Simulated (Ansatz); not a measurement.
# Mg(0001) with 2 thermally displaced layers, 2x2: scattering by thermal displacements, part 2 of 2

How much do lattice vibrations at 500 K scatter the electrons of Mg? Layers with random displacements are laid between perfect leads, and the resistance is followed against their length. The measured value for the pure metal at this temperature is 7.86 µΩ cm (CRC Handbook of Chemistry and Physics, 84th ed., 2003, Electrical Resistivity of Pure Metals).

Ansatz 0.2.0; Ansatz plane-wave DFT, PBE, PAW files; ballistic transport by layer matching (Landauer), zero bias; PAW set soft_1.

So far, open channels per spin nearest the Fermi level: step 2 (with 2 displaced layers) 3.77.

## 3. With 6 displaced layers

Each atom of 6 layers is moved at random, by amounts drawn from a normal law 0.138 Å wide in each direction from the Debye model (400 K) at 500 K. A fresh draw is used; the growth of the resistance with length is what counts.

System of this step: Mg(0001) with 6 thermally displaced layers, 2x2. The cell holds 64 atoms: 64 Mg. Cell: a = 6.419 Å, b = 6.419 Å, c = 41.683 Å, α = 90.0°, β = 90.0°, γ = 120.0°. It derives from Mg. Regions: lead, 40 atoms (40 Mg); scattering region, 24 atoms (24 Mg). The structure is stacked along c, and the current runs across the ab planes.

Contents of input.yaml:

```yaml
crystal:
  lattice:
    - [6.41854, 0.0, 0.0]
    - [-3.20927, 5.5586186952, 0.0]
    - [0.0, 0.0, 41.68264]
  atoms:
    - { symbol: Mg, position: [0.1666666667, 0.3333333333, 0.03125] }
    - { symbol: Mg, position: [0.1666666667, 0.8333333333, 0.03125] }
    - { symbol: Mg, position: [0.6666666667, 0.3333333333, 0.03125] }
    - { symbol: Mg, position: [0.6666666667, 0.8333333333, 0.03125] }
    - { symbol: Mg, position: [0.3333333333, 0.1666666667, 0.09375] }
    - { symbol: Mg, position: [0.3333333333, 0.6666666667, 0.09375] }
    - { symbol: Mg, position: [0.8333333333, 0.1666666667, 0.09375] }
    - { symbol: Mg, position: [0.8333333333, 0.6666666667, 0.09375] }
    - { symbol: Mg, position: [0.1666666667, 0.3333333333, 0.15625] }
    - { symbol: Mg, position: [0.1666666667, 0.8333333333, 0.15625] }
    - { symbol: Mg, position: [0.6666666667, 0.3333333333, 0.15625] }
    - { symbol: Mg, position: [0.6666666667, 0.8333333333, 0.15625] }
    - { symbol: Mg, position: [0.3333333333, 0.1666666667, 0.21875] }
    - { symbol: Mg, position: [0.3333333333, 0.6666666667, 0.21875] }
    - { symbol: Mg, position: [0.8333333333, 0.1666666667, 0.21875] }
    - { symbol: Mg, position: [0.8333333333, 0.6666666667, 0.21875] }
    - { symbol: Mg, position: [0.1666666667, 0.3333333333, 0.28125] }
    - { symbol: Mg, position: [0.1666666667, 0.8333333333, 0.28125] }
    - { symbol: Mg, position: [0.6666666667, 0.3333333333, 0.28125] }
    - { symbol: Mg, position: [0.6666666667, 0.8333333333, 0.28125] }
    - { symbol: Mg, position: [0.3539237413, 0.1690004882, 0.3412886398] }
    - { symbol: Mg, position: [0.3078359324, 0.6553037875, 0.3444789577] }
    - { symbol: Mg, position: [0.8090314305, 0.1614739582, 0.3432228843] }
    - { symbol: Mg, position: [0.8476252657, 0.6719955023, 0.3449264642] }
    - { symbol: Mg, position: [0.1510013502, 0.3301157214, 0.408845357] }
    - { symbol: Mg, position: [0.1831456739, 0.8020774839, 0.4112618567] }
    - { symbol: Mg, position: [0.7052992196, 0.3527291081, 0.4071254825] }
    - { symbol: Mg, position: [0.6780151322, 0.8695281729, 0.4127394508] }
    - { symbol: Mg, position: [0.3883897553, 0.1993136451, 0.4699331107] }
    - { symbol: Mg, position: [0.3073006835, 0.6665560944, 0.4709232655] }
    - { symbol: Mg, position: [0.8105395288, 0.1764754298, 0.4701730672] }
    - { symbol: Mg, position: [0.8335997439, 0.6372713636, 0.4665594284] }
    - { symbol: Mg, position: [0.1427638899, 0.3042934213, 0.5370081912] }
    - { symbol: Mg, position: [0.1600884727, 0.8414998862, 0.5303939935] }
    - { symbol: Mg, position: [0.7170981286, 0.3661108204, 0.5333467189] }
    - { symbol: Mg, position: [0.619939716, 0.8346249339, 0.5335133486] }
    - { symbol: Mg, position: [0.3472476116, 0.1513273463, 0.5997817831] }
    - { symbol: Mg, position: [0.2967345946, 0.6502444712, 0.5968454904] }
    - { symbol: Mg, position: [0.8592422854, 0.2163753431, 0.5943740943] }
    - { symbol: Mg, position: [0.8150340004, 0.6572937883, 0.5901377521] }
    - { symbol: Mg, position: [0.1470229847, 0.3489830721, 0.6581739541] }
    - { symbol: Mg, position: [0.1851316795, 0.8146005157, 0.6618418037] }
    - { symbol: Mg, position: [0.6800302445, 0.3724174532, 0.654817259] }
    - { symbol: Mg, position: [0.653955097, 0.8395341654, 0.6596646337] }
    - { symbol: Mg, position: [0.3333333333, 0.1666666667, 0.71875] }
    - { symbol: Mg, position: [0.3333333333, 0.6666666667, 0.71875] }
    - { symbol: Mg, position: [0.8333333333, 0.1666666667, 0.71875] }
    - { symbol: Mg, position: [0.8333333333, 0.6666666667, 0.71875] }
    - { symbol: Mg, position: [0.1666666667, 0.3333333333, 0.78125] }
    - { symbol: Mg, position: [0.1666666667, 0.8333333333, 0.78125] }
    - { symbol: Mg, position: [0.6666666667, 0.3333333333, 0.78125] }
    - { symbol: Mg, position: [0.6666666667, 0.8333333333, 0.78125] }
    - { symbol: Mg, position: [0.3333333333, 0.1666666667, 0.84375] }
    - { symbol: Mg, position: [0.3333333333, 0.6666666667, 0.84375] }
    - { symbol: Mg, position: [0.8333333333, 0.1666666667, 0.84375] }
    - { symbol: Mg, position: [0.8333333333, 0.6666666667, 0.84375] }
    - { symbol: Mg, position: [0.1666666667, 0.3333333333, 0.90625] }
    - { symbol: Mg, position: [0.1666666667, 0.8333333333, 0.90625] }
    - { symbol: Mg, position: [0.6666666667, 0.3333333333, 0.90625] }
    - { symbol: Mg, position: [0.6666666667, 0.8333333333, 0.90625] }
    - { symbol: Mg, position: [0.3333333333, 0.1666666667, 0.96875] }
    - { symbol: Mg, position: [0.3333333333, 0.6666666667, 0.96875] }
    - { symbol: Mg, position: [0.8333333333, 0.1666666667, 0.96875] }
    - { symbol: Mg, position: [0.8333333333, 0.6666666667, 0.96875] }
kpoints:
  mp_grid: { grid: [4, 4, 1] }
hamiltonian:
  xc: pbe
  pseudopotentials: { kind: paw, azcp: { folder: soft_1 } }
scf:
  occupations: { method: fermi_dirac, width: 0.1 }
output:
  transmission: { leads: [[0, 8]], kmesh: [8, 8], e_range: [-0.05, 0.05], de: 0.05 }
  write_potential: true
  write_density: true
  volumetric_format: npy
```

On the command line:

```
$ ansatz run input.yaml --threads 4 --pin off --max-ram 15360MiB --backend cpu --events-out ev --progress --plain --runs-dir out
```

Numbers of over 12 decimals in the logs are rounded to 6 here.

The log of the run:

```text
[...]
Crystal: 64 atoms, lattice volume = 1487.162 Å³
Basis set: ecut = 420 eV, 29155 PW (Γ)
Bands: 384, of which v1, the nominal top of the filled ones, is band 320 counted from 1 (319 counted from 0)
Symmetry: 1 space group operations
[...]
k-points: 10 of 16 (time reversal used)
[...]
SCF iter   1: F=—  HF=-123123.047429 eV  |F-HF|=—  |Δ(HF+E_count)|=         —  Δρ=1.37e-2  dr2=4.61e0  ethr=3.10e-3  ⟨swp⟩=8.3  Hψ=15482  notcnv=0  defer=38
[...]
SCF iter   9: F=-123122.448736 eV  HF=-123122.448736 eV  |F-HF|=2.08e-8  |Δ(HF+E_count)|=   3.98e-8  Δρ=7.14e-7  dr2=2.52e-8  ethr=1.56e-11  ⟨swp⟩=10.3  Hψ=13079  notcnv=0
SCF 1 converged in 9 iterations: F = -123122.448736 eV  dr2 = 2.52e-8
[...]
transmission: 228 of 2244 steps passed
transmission: 452 of 2244 steps passed
[...]
transmission: 2244 of 2244 steps passed
SCF converged after 9 iterations
Free energy (F): -123122.448736 eV
[...]
Internal energy: -123121.806494 eV  (E = F + TS)
E sigma→0 (E₀):  -123122.127615 eV
Entropy (-TS):   -0.642242 eV (-10.035 meV/atom)
Fermi energy:    5.508267 eV
[...]
--- Band table (eV; the first three rows and the last of 10) ---
  k-point 0: bands = [... 316 lower, 4.3979, 4.4175, 4.4466, 4.4573, 4.4943, 5.0383, 5.0491, 5.0571, ... 60 higher]
  k-point 1: bands = [... 316 lower, 4.9867, 5.0361, 5.2424, 5.2658, 5.6400, 5.6610, 5.6697, 5.6761, ... 60 higher]
  k-point 2: bands = [... 316 lower, 5.9834, 6.0294, 6.0417, 6.0858, 6.4453, 6.4775, 6.4849, 6.5688, ... 60 higher]
  k-point 9: bands = [... 316 lower, 5.9421, 5.9990, 6.0421, 6.0745, 6.4124, 6.4558, 6.4655, 6.5803, ... 60 higher]
--- Transmission ---
  basis      : 313 plane waves across, 66 finite elements along
  points     : 34, standing for a mesh of 8 x 8
[...]
channels       : 3.765625e0 a spin
[...]
junction   : crystal 0 to crystal 0, 0.70 to 37.17 Å
    transmission   : 3.340208e0 a spin
[...]
```

Run time: 15 min. Hardware: 4 threads of Arm Neoverse V2, shared host; peak memory 9.7 GiB.

This step gave:

| Item | Value |
| --- | --- |
| free energy | -123122.4487 eV |
| energy at zero smearing | -123122.1276 eV |
| Fermi energy | 5.508 eV |
| transmission per spin nearest the Fermi level | 3.340 |
| step of the lead's potential | 9.6 meV |

Per spin. Table of transmission, zone mean by energy, zero at the Fermi level:

```csv
energy (eV),"transmission, zone mean"
-0.0500,3.31
0.0000,3.34
0.0500,3.26
```

Over the solved energies the transmission per spin lies between 3.26 and 3.34, out of 3.77 channels of the lead on average (up to 3.77).

## 4. With 10 displaced layers

Each atom of 10 layers is moved at random, by amounts drawn from a normal law 0.138 Å wide in each direction from the Debye model (400 K) at 500 K. A fresh draw is used; the growth of the resistance with length is what counts.

System of this step: Mg(0001) with 10 thermally displaced layers, 2x2. The cell holds 80 atoms: 80 Mg. Its edges and angles: a = 6.419 Å, b = 6.419 Å, c = 52.103 Å, α = 90.0°, β = 90.0°, γ = 120.0°. It derives from Mg. Regions: lead, 40 atoms (40 Mg); scattering region, 40 atoms (40 Mg). The structure is stacked along c, and the current runs across the ab planes.

Contents of input.yaml:

```yaml
crystal:
  lattice:
    - [6.41854, 0.0, 0.0]
    - [-3.20927, 5.5586186952, 0.0]
    - [0.0, 0.0, 52.1033]
  atoms:
    - { symbol: Mg, position: [0.1666666667, 0.3333333333, 0.025] }
    - { symbol: Mg, position: [0.1666666667, 0.8333333333, 0.025] }
    - { symbol: Mg, position: [0.6666666667, 0.3333333333, 0.025] }
    - { symbol: Mg, position: [0.6666666667, 0.8333333333, 0.025] }
    - { symbol: Mg, position: [0.3333333333, 0.1666666667, 0.075] }
    - { symbol: Mg, position: [0.3333333333, 0.6666666667, 0.075] }
    - { symbol: Mg, position: [0.8333333333, 0.1666666667, 0.075] }
    - { symbol: Mg, position: [0.8333333333, 0.6666666667, 0.075] }
    - { symbol: Mg, position: [0.1666666667, 0.3333333333, 0.125] }
    - { symbol: Mg, position: [0.1666666667, 0.8333333333, 0.125] }
    - { symbol: Mg, position: [0.6666666667, 0.3333333333, 0.125] }
    - { symbol: Mg, position: [0.6666666667, 0.8333333333, 0.125] }
    - { symbol: Mg, position: [0.3333333333, 0.1666666667, 0.175] }
    - { symbol: Mg, position: [0.3333333333, 0.6666666667, 0.175] }
    - { symbol: Mg, position: [0.8333333333, 0.1666666667, 0.175] }
    - { symbol: Mg, position: [0.8333333333, 0.6666666667, 0.175] }
    - { symbol: Mg, position: [0.1666666667, 0.3333333333, 0.225] }
    - { symbol: Mg, position: [0.1666666667, 0.8333333333, 0.225] }
    - { symbol: Mg, position: [0.6666666667, 0.3333333333, 0.225] }
    - { symbol: Mg, position: [0.6666666667, 0.8333333333, 0.225] }
    - { symbol: Mg, position: [0.3295270698, 0.152131124, 0.2714479052] }
    - { symbol: Mg, position: [0.3094418339, 0.6791455878, 0.2776211623] }
    - { symbol: Mg, position: [0.816465841, 0.1399959451, 0.2773121704] }
    - { symbol: Mg, position: [0.7969556094, 0.6489650074, 0.2766447076] }
    - { symbol: Mg, position: [0.1230871435, 0.3429248198, 0.3234595787] }
    - { symbol: Mg, position: [0.1680764141, 0.8314540701, 0.3255352811] }
    - { symbol: Mg, position: [0.6721773808, 0.3145070767, 0.3287633378] }
    - { symbol: Mg, position: [0.6927494698, 0.8542786935, 0.3280850332] }
    - { symbol: Mg, position: [0.3607424859, 0.1876206166, 0.3752002026] }
    - { symbol: Mg, position: [0.3009832282, 0.6633142206, 0.3729620125] }
    - { symbol: Mg, position: [0.8059541348, 0.1730826643, 0.37349425] }
    - { symbol: Mg, position: [0.7982477416, 0.6407745396, 0.3757108775] }
    - { symbol: Mg, position: [0.190792438, 0.3661628649, 0.4249631483] }
    - { symbol: Mg, position: [0.2064702997, 0.8681440538, 0.428046106] }
    - { symbol: Mg, position: [0.6310663592, 0.3638349652, 0.4258994518] }
    - { symbol: Mg, position: [0.6803850229, 0.8425489206, 0.4260136965] }
    - { symbol: Mg, position: [0.3357453991, 0.1577567727, 0.469963697] }
    - { symbol: Mg, position: [0.3210156235, 0.6467143123, 0.4778607117] }
    - { symbol: Mg, position: [0.8281613316, 0.1687389124, 0.4727498982] }
    - { symbol: Mg, position: [0.8222124265, 0.6663803626, 0.4710661229] }
    - { symbol: Mg, position: [0.1718144238, 0.3307001278, 0.5218597321] }
    - { symbol: Mg, position: [0.1214757786, 0.8460696682, 0.5242118765] }
    - { symbol: Mg, position: [0.652340911, 0.3274708795, 0.5298107665] }
    - { symbol: Mg, position: [0.6666711532, 0.8354836254, 0.5210616267] }
    - { symbol: Mg, position: [0.380137251, 0.1894429762, 0.5778256771] }
    - { symbol: Mg, position: [0.3457360513, 0.6894222924, 0.575982418] }
    - { symbol: Mg, position: [0.8446270762, 0.1628885312, 0.5710965458] }
    - { symbol: Mg, position: [0.8314350969, 0.6186319889, 0.5743645502] }
    - { symbol: Mg, position: [0.1493253707, 0.307444705, 0.6266237992] }
    - { symbol: Mg, position: [0.156937275, 0.8224882341, 0.6263767522] }
    - { symbol: Mg, position: [0.6736612681, 0.3678142622, 0.6259307959] }
    - { symbol: Mg, position: [0.6323362514, 0.7850676539, 0.6215365381] }
    - { symbol: Mg, position: [0.356070744, 0.165410439, 0.6742501698] }
    - { symbol: Mg, position: [0.3527405677, 0.63482536, 0.6734489401] }
    - { symbol: Mg, position: [0.830451086, 0.181222279, 0.6732426892] }
    - { symbol: Mg, position: [0.8002219759, 0.6268194096, 0.6769316136] }
    - { symbol: Mg, position: [0.1780847301, 0.3215074517, 0.7254325906] }
    - { symbol: Mg, position: [0.1330200696, 0.8216207413, 0.7286493741] }
    - { symbol: Mg, position: [0.6982616822, 0.3906872768, 0.7229151937] }
    - { symbol: Mg, position: [0.6767153866, 0.8284799714, 0.7264985156] }
    - { symbol: Mg, position: [0.3333333333, 0.1666666667, 0.775] }
    - { symbol: Mg, position: [0.3333333333, 0.6666666667, 0.775] }
    - { symbol: Mg, position: [0.8333333333, 0.1666666667, 0.775] }
    - { symbol: Mg, position: [0.8333333333, 0.6666666667, 0.775] }
    - { symbol: Mg, position: [0.1666666667, 0.3333333333, 0.825] }
    - { symbol: Mg, position: [0.1666666667, 0.8333333333, 0.825] }
    - { symbol: Mg, position: [0.6666666667, 0.3333333333, 0.825] }
    - { symbol: Mg, position: [0.6666666667, 0.8333333333, 0.825] }
    - { symbol: Mg, position: [0.3333333333, 0.1666666667, 0.875] }
    - { symbol: Mg, position: [0.3333333333, 0.6666666667, 0.875] }
    - { symbol: Mg, position: [0.8333333333, 0.1666666667, 0.875] }
    - { symbol: Mg, position: [0.8333333333, 0.6666666667, 0.875] }
    - { symbol: Mg, position: [0.1666666667, 0.3333333333, 0.925] }
    - { symbol: Mg, position: [0.1666666667, 0.8333333333, 0.925] }
    - { symbol: Mg, position: [0.6666666667, 0.3333333333, 0.925] }
    - { symbol: Mg, position: [0.6666666667, 0.8333333333, 0.925] }
    - { symbol: Mg, position: [0.3333333333, 0.1666666667, 0.975] }
    - { symbol: Mg, position: [0.3333333333, 0.6666666667, 0.975] }
    - { symbol: Mg, position: [0.8333333333, 0.1666666667, 0.975] }
    - { symbol: Mg, position: [0.8333333333, 0.6666666667, 0.975] }
kpoints:
  mp_grid: { grid: [4, 4, 1] }
hamiltonian:
  xc: pbe
  pseudopotentials: { kind: paw, azcp: { folder: soft_1 } }
scf:
  occupations: { method: fermi_dirac, width: 0.1 }
output:
  transmission: { leads: [[0, 8]], kmesh: [8, 8], e_range: [-0.05, 0.05], de: 0.05 }
  write_potential: true
  write_density: true
  volumetric_format: npy
```

The log of the run:

```text
[...]
Crystal: 80 atoms, lattice volume = 1858.953 Å³
Basis set: ecut = 420 eV, 36475 PW (Γ)
Bands: 480, of which v1, the nominal top of the filled ones, is band 400 counted from 1 (399 counted from 0)
Symmetry: 1 space group operations
[...]
k-points: 10 of 16 (time reversal used)
[...]
SCF iter   1: F=—  HF=-153902.913277 eV  |F-HF|=—  |Δ(HF+E_count)|=         —  Δρ=1.38e-2  dr2=6.27e0  ethr=3.10e-3  ⟨swp⟩=8.9  Hψ=20024  notcnv=0  defer=56
[...]
SCF iter   9: F=-153902.091933 eV  HF=-153902.091933 eV  |F-HF|=3.52e-8  |Δ(HF+E_count)|=   5.62e-8  Δρ=7.00e-7  dr2=4.04e-8  ethr=1.25e-11  ⟨swp⟩=10.6  Hψ=16650  notcnv=0
SCF 1 converged in 9 iterations: F = -153902.091933 eV  dr2 = 4.04e-8
[...]
transmission: 282 of 2788 steps passed
transmission: 558 of 2788 steps passed
[...]
transmission: 2788 of 2788 steps passed
SCF converged after 9 iterations
Free energy (F): -153902.091933 eV
[...]
Internal energy: -153901.195358 eV  (E = F + TS)
E sigma→0 (E₀):  -153901.643645 eV
Entropy (-TS):   -0.896575 eV (-11.207 meV/atom)
Fermi energy:    5.479148 eV
[...]
--- Band table (eV; the first three rows and the last of 10) ---
  k-point 0: bands = [... 396 lower, 4.4078, 4.4550, 4.4724, 4.4972, 4.5022, 4.9890, 5.0261, 5.0313, ... 76 higher]
  k-point 1: bands = [... 396 lower, 4.9899, 5.0255, 5.3778, 5.4156, 5.4607, 5.4701, 5.5377, 5.5501, ... 76 higher]
  k-point 2: bands = [... 396 lower, 6.0985, 6.1560, 6.1855, 6.2131, 6.2359, 6.2584, 6.3140, 6.3340, ... 76 higher]
  k-point 9: bands = [... 396 lower, 6.1418, 6.1517, 6.1649, 6.1779, 6.2284, 6.2705, 6.3001, 6.3401, ... 76 higher]
--- Transmission ---
  basis      : 313 plane waves across, 82 finite elements along
  points     : 34, standing for a mesh of 8 x 8
[...]
channels       : 3.765625e0 a spin
[...]
junction   : crystal 0 to crystal 0, 0.70 to 47.59 Å
    transmission   : 3.086606e0 a spin
[...]
```

It took 22 min on 4 threads; peak memory 9.8 GiB.

Numbers from this step:

```yaml
free_energy: -153902.0919 eV
energy_at_zero_smearing: -153901.6436 eV
fermi_energy: 5.479 eV
transmission_per_spin_nearest_the_fermi_level: 3.087
step_of_the_lead_s_potential: 2.7 meV
```

Per spin. The transmission, zone mean by energy, zero at the Fermi level:

```csv
energy (eV),"transmission, zone mean"
-0.0500,2.92
0.0000,3.09
0.0500,3.06
```

Over the solved energies the transmission per spin lies between 2.92 and 3.09, out of 3.70 channels of the lead on average (up to 3.77).

## 5. Resistance against length

This step: Ansatz plane-wave DFT, PBE, PAW files; ballistic transport by layer matching (Landauer), zero bias; resistivity from the slope of the area resistance; PAW set soft_1 (Ansatz 0.2.0).

This step gave:

```yaml
resistivity: 10.86 µΩ cm
intercept: -0.001128 fΩ m²
scatter_about_the_fit: 0.001775 fΩ m²
```

Resistance, by row:

```csv
run,length (Å),T,channels N,RA (fΩ m²)
n2,5.21,3.577,3.734,0.05419
n6,15.63,3.303,3.766,0.1711
n10,26.05,3.022,3.703,0.2805
```

Area resistance against length of the displaced region:

```csv
length of the displaced region (Å),area resistance (fΩ m²)
5.21,0.0542
15.63,0.171
26.05,0.280
```

The area resistance goes from 0.054 to 0.28 fΩ m² between 5.2 and 26.1 Å, a slope of 11 µΩ cm.

By hand from the end points: (0.2805 − 0.05419) fΩ m² / (26.05 − 5.21) Å = 11 µΩ cm, since 1 fΩ m² per Å is 1000 µΩ cm.

## 6. Summary of results

```json
{
 "resistivity from the slope": "10.9 µΩ cm",
 "area resistance over 5.21 Å": "0.0542 fΩ m²",
 "area resistance over 15.6 Å": "0.171 fΩ m²",
 "area resistance over 26.1 Å": "0.280 fΩ m²"
}
```

In words: The slope gives 11 µΩ cm. The points scatter by 0.0018 fΩ m² about the line, with one random draw a length in a 2x2 cell, so the slope is a rough value. The mean square of the displacements drawn is 0.73, 0.99 and 0.93 of the nominal one at the three lengths; with each resistance scaled back by that, the slope is 11 µΩ cm, the value used below. The lead's own channel count moves between the runs (3.73, 3.77 and 3.70), which shifts RA and the slope too. The current runs along the hexagonal axis, while the measured value below is not for that direction. Read with a model of isotropic scattering on a spherical Fermi surface and the lead's 0.81×10¹⁵ S/m², this slope means a mean free path near 96 Å; over these lengths the model's slope is 1.14 times its bulk resistivity, which would be 9.7 µΩ cm. Uncorrelated displacements put too much weight on short waves, which scatter strongly; with the sideways repeat of a small cell, one draw and three short lengths, the method is good to a factor of two or three. The measured value is 7.86 µΩ cm (CRC Handbook of Chemistry and Physics, 84th ed., 2003, Electrical Resistivity of Pure Metals); the scaled slope is 1.4 times that and the corrected value 1.2: fair for so small a cell.

[Logs are printed without paths, hosts, clocks, repeated set-up lines and the standing remarks that a program may print on its own settings, such as how far it seeks lower states.]

[Hosts, paths, dates, database ids (printed as entryN), source tags and the programs' standing remarks are cut or masked in the printed files.]
